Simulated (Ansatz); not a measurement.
# Random fluorite-type alloy of CaF2 and CdF2 (96 atoms): geometry optimisation

How does random fluorite-type alloy of CaF2 and CdF2 (96 atoms) relax, and what do bonds, charges and levels look like afterwards?

Program: Ansatz 0.2.0. Level of theory: Kohn-Sham DFT, PBE, PAW (set soft_2), plane waves. Results are calculated unless marked as measured.

### 1. The starting structure

The cell holds 96 atoms: 12 Ca, 64 F and 20 Cd. Cell: a = 10.835 Å, b = 10.835 Å, c = 10.835 Å, α = 90.0°, β = 90.0°, γ = 90.0°. It derives from CaF2 (fluorite-type) and CdF2, repeated 2×2×2. Fluorite-type CaF2, 2 x 2 x 2 conventional cells, 20 of 32 Ca sites given to Cd at random (x = 0.625), lattice by Vegard's rule (a = 5.417 Å); every coordinate displaced by a Gaussian of 0.09 Å.

Before any run, some limits are plain. The host structure and its lattice constant were typed by rule, without a check against the phase diagram. The Brillouin zone is sampled at Γ only, in a cell whose shortest periodic width is 11 Å.

### 2. Relaxation

The atoms are relaxed in the fixed cell, aiming at the force tolerance of the input.

File input.yaml:

```yaml
crystal:
  lattice:
    - [10.8348, 0.0, 0.0]
    - [0.0, 10.8348, 0.0]
    - [0.0, 0.0, 10.8348]
  atoms:
    - { symbol: Ca, position: [0.99782, 0.99576, 0.99432] }
    - { symbol: F, position: [0.12146, 0.12204, 0.12146] }
    - { symbol: F, position: [0.36887, 0.37628, 0.37204] }
    - { symbol: Cd, position: [0.99101, 0.24029, 0.23872] }
    [... 86 atom lines left out ...]
    - { symbol: Ca, position: [0.75948, 0.50501, 0.75306] }
    - { symbol: F, position: [0.86931, 0.62684, 0.88035] }
    - { symbol: F, position: [0.62566, 0.88562, 0.61244] }
    - { symbol: Ca, position: [0.75457, 0.7508, 0.49059] }
    - { symbol: F, position: [0.87036, 0.87526, 0.62238] }
    - { symbol: F, position: [0.62962, 0.61923, 0.87473] }
kpoints:
  mp_grid: { grid: [1, 1, 1] }
hamiltonian:
  xc: pbe
scf:
  occupations: { method: fixed }
output:
  forces: true
relax:
  f_tol: 0.05
  max_steps: 105
```

Launch:

```
> ansatz run input.yaml --threads 4 --pin off --max-ram 8192MiB --backend cpu --events-out ev --progress --plain --runs-dir out
```

Wall time 2.2 min (4 threads of AMD EPYC 7R43, shared host); peak memory 2 GiB.

Step by step:

| step | energy less that of the first step (eV) | largest force component (eV/Å) |
| --- | --- | --- |
| 1 | 0.0000 | 2.8962 |
| 2 | -6.3342 | 1.4784 |
| 3 | -8.0451 | 0.0466 |
| 4 | -8.0451 | 0.0465 |

The atoms that moved most (Å):

| atom | dx | dy | dz | length |
| --- | --- | --- | --- | --- |
| F87 | -0.195 | 0.213 | -0.068 | 0.296 |
| F62 | 0.097 | 0.225 | -0.139 | 0.282 |
| F36 | 0.089 | -0.259 | 0.057 | 0.280 |
| F51 | 0.034 | -0.256 | 0.067 | 0.267 |
| F6 | 0.108 | -0.012 | -0.241 | 0.264 |
| F74 | -0.005 | 0.156 | -0.205 | 0.258 |
| F77 | -0.183 | -0.111 | -0.105 | 0.239 |
| F8 | -0.182 | -0.038 | 0.126 | 0.224 |

The relaxation changed the energy by -83.8 meV/atom, and atoms moved by 0.15 Å r.m.s., 0.30 Å at most.

### 3. Distances and neighbours after relaxation

Density 5.15 g/cm³, 13.25 Å³ an atom.

g(r), total and by pair (bins of 0.2 Å):

| r (Å) | total | F-F | F-Cd | F-Ca | Cd-Cd | Cd-Ca | Ca-Ca |
| --- | --- | --- | --- | --- | --- | --- | --- |
| 2.30 | 5.15 | 0.00 | 11.60 | 11.60 | 0.00 | 0.00 | 0.00 |
| 2.50 | 0.00 | 0.00 | 0.00 | 0.00 | 0.00 | 0.00 | 0.00 |
| 2.70 | 2.84 | 6.40 | 0.00 | 0.00 | 0.00 | 0.00 | 0.00 |
| 2.90 | 0.00 | 0.00 | 0.00 | 0.00 | 0.00 | 0.00 | 0.00 |
| 3.10 | 0.00 | 0.00 | 0.00 | 0.00 | 0.00 | 0.00 | 0.00 |
| 3.30 | 0.00 | 0.00 | 0.00 | 0.00 | 0.00 | 0.00 | 0.00 |
| 3.50 | 0.00 | 0.00 | 0.00 | 0.00 | 0.00 | 0.00 | 0.00 |
| 3.70 | 0.00 | 0.00 | 0.00 | 0.00 | 0.00 | 0.00 | 0.00 |
| 3.90 | 4.32 | 6.50 | 0.00 | 0.00 | 12.65 | 13.55 | 12.00 |
| 4.10 | 0.00 | 0.00 | 0.00 | 0.00 | 0.00 | 0.00 | 0.00 |
| 4.30 | 0.00 | 0.00 | 0.00 | 0.00 | 0.00 | 0.00 | 0.00 |
| 4.50 | 4.20 | 0.00 | 9.45 | 9.45 | 0.00 | 0.00 | 0.00 |
| 4.70 | 1.28 | 2.88 | 0.00 | 0.00 | 0.00 | 0.00 | 0.00 |
| 4.90 | 0.00 | 0.00 | 0.00 | 0.00 | 0.00 | 0.00 | 0.00 |
| 5.10 | 0.00 | 0.00 | 0.00 | 0.00 | 0.00 | 0.00 | 0.00 |
| 5.30 | 0.00 | 0.00 | 0.00 | 0.00 | 0.00 | 0.00 | 0.00 |
| 5.50 | 1.07 | 1.61 | 0.00 | 0.00 | 2.92 | 3.73 | 2.39 |
| 5.70 | 0.00 | 0.00 | 0.00 | 0.00 | 0.00 | 0.00 | 0.00 |
| 5.90 | 2.42 | 0.00 | 5.44 | 5.44 | 0.00 | 0.00 | 0.00 |
| 6.10 | 2.29 | 5.15 | 0.00 | 0.00 | 0.00 | 0.00 | 0.00 |
| 6.30 | 0.00 | 0.00 | 0.00 | 0.00 | 0.00 | 0.00 | 0.00 |
| 6.50 | 0.00 | 0.00 | 0.00 | 0.00 | 0.00 | 0.00 | 0.00 |
| 6.70 | 2.88 | 4.32 | 0.00 | 0.00 | 8.75 | 8.45 | 8.95 |
| 6.90 | 0.00 | 0.00 | 0.00 | 0.00 | 0.00 | 0.00 | 0.00 |
| 7.10 | 2.27 | 0.00 | 5.10 | 5.10 | 0.00 | 0.00 | 0.00 |
| 7.30 | 0.00 | 0.00 | 0.00 | 0.00 | 0.00 | 0.00 | 0.00 |
| 7.50 | 0.00 | 0.00 | 0.00 | 0.00 | 0.00 | 0.00 | 0.00 |
| 7.70 | 1.07 | 1.61 | 0.00 | 0.00 | 2.75 | 4.01 | 1.91 |

Bonds by pair of elements; cutoffs follow the first minimum of g(r), held within bounds set by covalent radii, and pairs that aren't listed don't count as bonded:

| pair A-B | cutoff (Å) | bonds | mean length (Å) | spread (Å) | shortest (Å) | B about A | A about B |
| --- | --- | --- | --- | --- | --- | --- | --- |
| F-Cd | 2.77 | 160 | 2.35 | 0.006 | 2.33 | 2.5 | 8 |
| F-Ca | 2.77 | 96 | 2.35 | 0.005 | 2.32 | 1.5 | 8 |

How many atoms have how many bonded neighbours:

| element | mean | 4 | 8 |
| --- | --- | --- | --- |
| Ca | 8 | 0 | 12 |
| Cd | 8 | 0 | 20 |
| F | 4 | 64 | 0 |

Bond angles, per cent of each kind in bins of 5°:

| angle (°) | F-Cd-F | F-Ca-F | Ca-F-Cd | Cd-F-Cd | Ca-F-Ca |
| --- | --- | --- | --- | --- | --- |
| 70–75 | 42.9 | 42.9 | 0.0 | 0.0 | 0.0 |
| 75–80 | 0.0 | 0.0 | 0.0 | 0.0 | 0.0 |
| 80–85 | 0.0 | 0.0 | 0.0 | 0.0 | 0.0 |
| 85–90 | 0.0 | 0.0 | 0.0 | 0.0 | 0.0 |
| 90–95 | 0.0 | 0.0 | 0.0 | 0.0 | 0.0 |
| 95–100 | 0.0 | 0.0 | 0.0 | 0.0 | 0.0 |
| 100–105 | 0.0 | 0.0 | 0.0 | 0.0 | 0.0 |
| 105–110 | 42.7 | 42.6 | 97.3 | 99.3 | 100.0 |
| 110–115 | 0.2 | 0.3 | 2.7 | 0.7 | 0.0 |
| 115–120 | 0.0 | 0.0 | 0.0 | 0.0 | 0.0 |
| 120–125 | 0.0 | 0.0 | 0.0 | 0.0 | 0.0 |
| 125–130 | 0.0 | 0.0 | 0.0 | 0.0 | 0.0 |
| 130–135 | 0.0 | 0.0 | 0.0 | 0.0 | 0.0 |
| 135–140 | 0.0 | 0.0 | 0.0 | 0.0 | 0.0 |
| 140–145 | 0.0 | 0.0 | 0.0 | 0.0 | 0.0 |
| 145–150 | 0.0 | 0.0 | 0.0 | 0.0 | 0.0 |
| 150–155 | 0.0 | 0.0 | 0.0 | 0.0 | 0.0 |
| 155–160 | 0.0 | 0.0 | 0.0 | 0.0 | 0.0 |
| 160–165 | 0.0 | 0.0 | 0.0 | 0.0 | 0.0 |
| 165–170 | 0.0 | 0.0 | 0.0 | 0.0 | 0.0 |
| 170–175 | 0.0 | 0.0 | 0.0 | 0.0 | 0.0 |
| 175–180 | 14.3 | 14.3 | 0.0 | 0.0 | 0.0 |

Bond angles (no mean is given where the spread exceeds 20°):

| angle | count | mean (°) | spread (°) |
| --- | --- | --- | --- |
| F-Cd-F | 560 | - | - |
| F-Ca-F | 336 | - | - |
| Ca-F-Cd | 188 | 110 | 0.2 |
| Cd-F-Cd | 146 | 109 | 0.2 |
| Ca-F-Ca | 50 | 110 | 0.2 |

By these cutoffs all Ca atoms have 8, all Cd atoms have 8 and all F atoms have 4 bonded neighbours.

### 4. Single point at the relaxed geometry

The electronic structure is read at the final geometry, in a run of its own.

File input.yaml:

```yaml
crystal:
  lattice:
    - [10.8348, 0.0, 0.0]
    - [0.0, 10.8348, 0.0]
    - [0.0, 0.0, 10.8348]
  atoms:
    - { symbol: Ca, position: [3.0e-05, 0.99791, 0.99969] }
    - { symbol: F, position: [0.12431, 0.12405, 0.12525] }
    - { symbol: F, position: [0.37465, 0.37433, 0.37494] }
    - { symbol: Cd, position: [0.99916, 0.2492, 0.24954] }
    [... 86 atom lines left out ...]
    - { symbol: Ca, position: [0.74949, 0.49869, 0.74972] }
    - { symbol: F, position: [0.87446, 0.62303, 0.87428] }
    - { symbol: F, position: [0.62492, 0.8739, 0.62488] }
    - { symbol: Ca, position: [0.7499, 0.74852, 0.49972] }
    - { symbol: F, position: [0.87461, 0.87327, 0.62489] }
    - { symbol: F, position: [0.62459, 0.6235, 0.87492] }
kpoints:
  mp_grid: { grid: [1, 1, 1] }
hamiltonian:
  xc: pbe
scf:
  occupations: { method: fixed }
output:
  forces: true
  stress: true
  populations: true
  dos:
    method: { smearing: { sigma: 0.08 } }
    de: 0.1
    projected: { site_lists: { Ca: [Ca], Cd: [Cd], F: [F] } }
  eigenvalues: true
  bader: true
  write_density: true
  write_potential: true
  volumetric_format: npy
```

Run time: 5.8 min. Hardware: 4 threads; peak memory 2.1 GiB; 19 min of CPU time.

Numbers from this run:

* free energy: -238720.1143 eV
* free energy per atom: -2486.6679 eV/atom
* SCF cycles: 8
* pressure: 4.096 GPa
* r.m.s. force component: 0.01148 eV/Å
* longest force: 0.05471 eV/Å
* Fermi energy: 5.284 eV
* gap (highest filled to lowest empty level): 3.975 eV
* spilling of the projection: 0.005305

Löwdin charges by element (they lack the spilled electrons, 0.053 e an atom on average):

| element | coordination | atoms | mean charge (e) | spread | least | most |
| --- | --- | --- | --- | --- | --- | --- |
| Ca | all | 12 | 1.73 | 0.0013 | 1.73 | 1.74 |
| Cd | all | 20 | 1.55 | 3.0e-4 | 1.55 | 1.55 |
| F | all | 64 | -0.729 | 0.0145 | -0.77 | -0.706 |

Charge against the make-up of the first shell:

| Cd neighbours of F | atoms | mean charge (e) |
| --- | --- | --- |
| 0 | 1 | -0.77 |
| 1 | 8 | -0.754 |
| 2 | 20 | -0.737 |
| 3 | 28 | -0.721 |
| 4 | 7 | -0.706 |

Density of states as counts of states in windows of 1 eV (from the Fermi level), total and the larger projections:

| from (eV) | to (eV) | total | F p | Cd d |
| --- | --- | --- | --- | --- |
| -14 | -6 | 0.0 | 0.0 | 0.0 |
| -6 | -5 | 35.3 | 7.6 | 27.6 |
| -5 | -4 | 164.7 | 17.7 | 145.7 |
| -4 | -3 | 18.7 | 13.1 | 2.5 |
| -3 | -2 | 76.8 | 66.6 | 4.6 |
| -2 | -1 | 145.9 | 134.4 | 6.9 |
| -1 | 0 | 134.2 | 121.8 | 11.2 |
| 0 | 1 | 8.4 | 7.6 | 0.8 |
| 1 | 3 | 0.0 | 0.0 | 0.0 |
| 3 | 4 | 0.9 | 0.0 | 0.0 |
| 4 | 5 | 1.1 | 0.1 | 0.0 |

The curve was stored every 0.100 eV, coarse against its broadening of 0.08 eV, so these counts are rough.

With fixed occupations the program's Fermi level is the highest filled level; weight inside the gap is the broadening of levels at its edges.

Between -26 and -14 eV lie 200 more states.

The stored curve holds about 784 of the 968 electrons; the rest, give or take the few that broadening carries across the Fermi level, lie in deeper levels below its range.

The levels nearest the highest filled one (over half full), pooled over k-points and spins:

| level less the highest filled one (eV) | occupation |
| --- | --- |
| -0.0597 | 2 |
| -0.0413 | 2 |
| -0.0259 | 2 |
| -0.019 | 2 |
| -0.0051 | 2 |
| 0 | 2 |
| 3.97 | 0 |
| 5.47 | 0 |
| 5.60 | 0 |
| 5.63 | 0 |
| 5.95 | 0 |
| 6.18 | 0 |

Mean Löwdin charges: Ca +1.73, Cd +1.55, F -0.73 e (they miss 0.53 % of the electrons, so they add up to more than the cell's charge). The charge on F changes by +0.016 e for each Cd neighbour that takes the place of another kind, on average.

### 5. Results

| Property | Result |
| --- | --- |
| energy change in the relaxation | -83.8 meV/atom |
| r.m.s. displacement | 0.152 Å |
| largest displacement | 0.296 Å |
| free energy per atom | -2486.6679 eV/atom |
| density | 5.15 g/cm³ |
| pressure | 4.096 GPa |
| r.m.s. force component | 0.01148 eV/Å |
| gap (highest filled to lowest empty level) | 3.975 eV |
| wall time of the 3 DFT runs, those left out included | 9 min |

**Reading.** Relaxation lowers the energy by 83.8 meV/atom and moves atoms by 0.15 Å r.m.s. By the final cutoffs 0 of 255 bonded pairs parted and 1 joined. The r.m.s. move is of the size of the random displacements put into the start (0.156 Å r.m.s. in three dimensions). From the first step to the last the energy fell by 8.045 eV, and the largest move was 0.30 Å (F87). Counting bonds as in the table, all Ca atoms have 8, all Cd atoms have 8 and all F atoms have 4 bonded neighbours. Between filled and empty levels lie 3.97 eV at Γ alone; the mesh holds the band edges only if they fold onto it, so the gap at this level can be narrower or closed, while semilocal functionals tend to narrow gaps against experiment.

Caveats: The pressure of 4.1 GPa shows the cell to be compressed for this functional.

[Logs are printed without paths, hosts, clocks, repeated set-up lines and the standing remarks that a program may print on its own settings, such as how far it seeks lower states.]

[Hosts, paths, dates, database ids (printed as entryN), source tags and the programs' standing remarks are cut or masked in the printed files.]
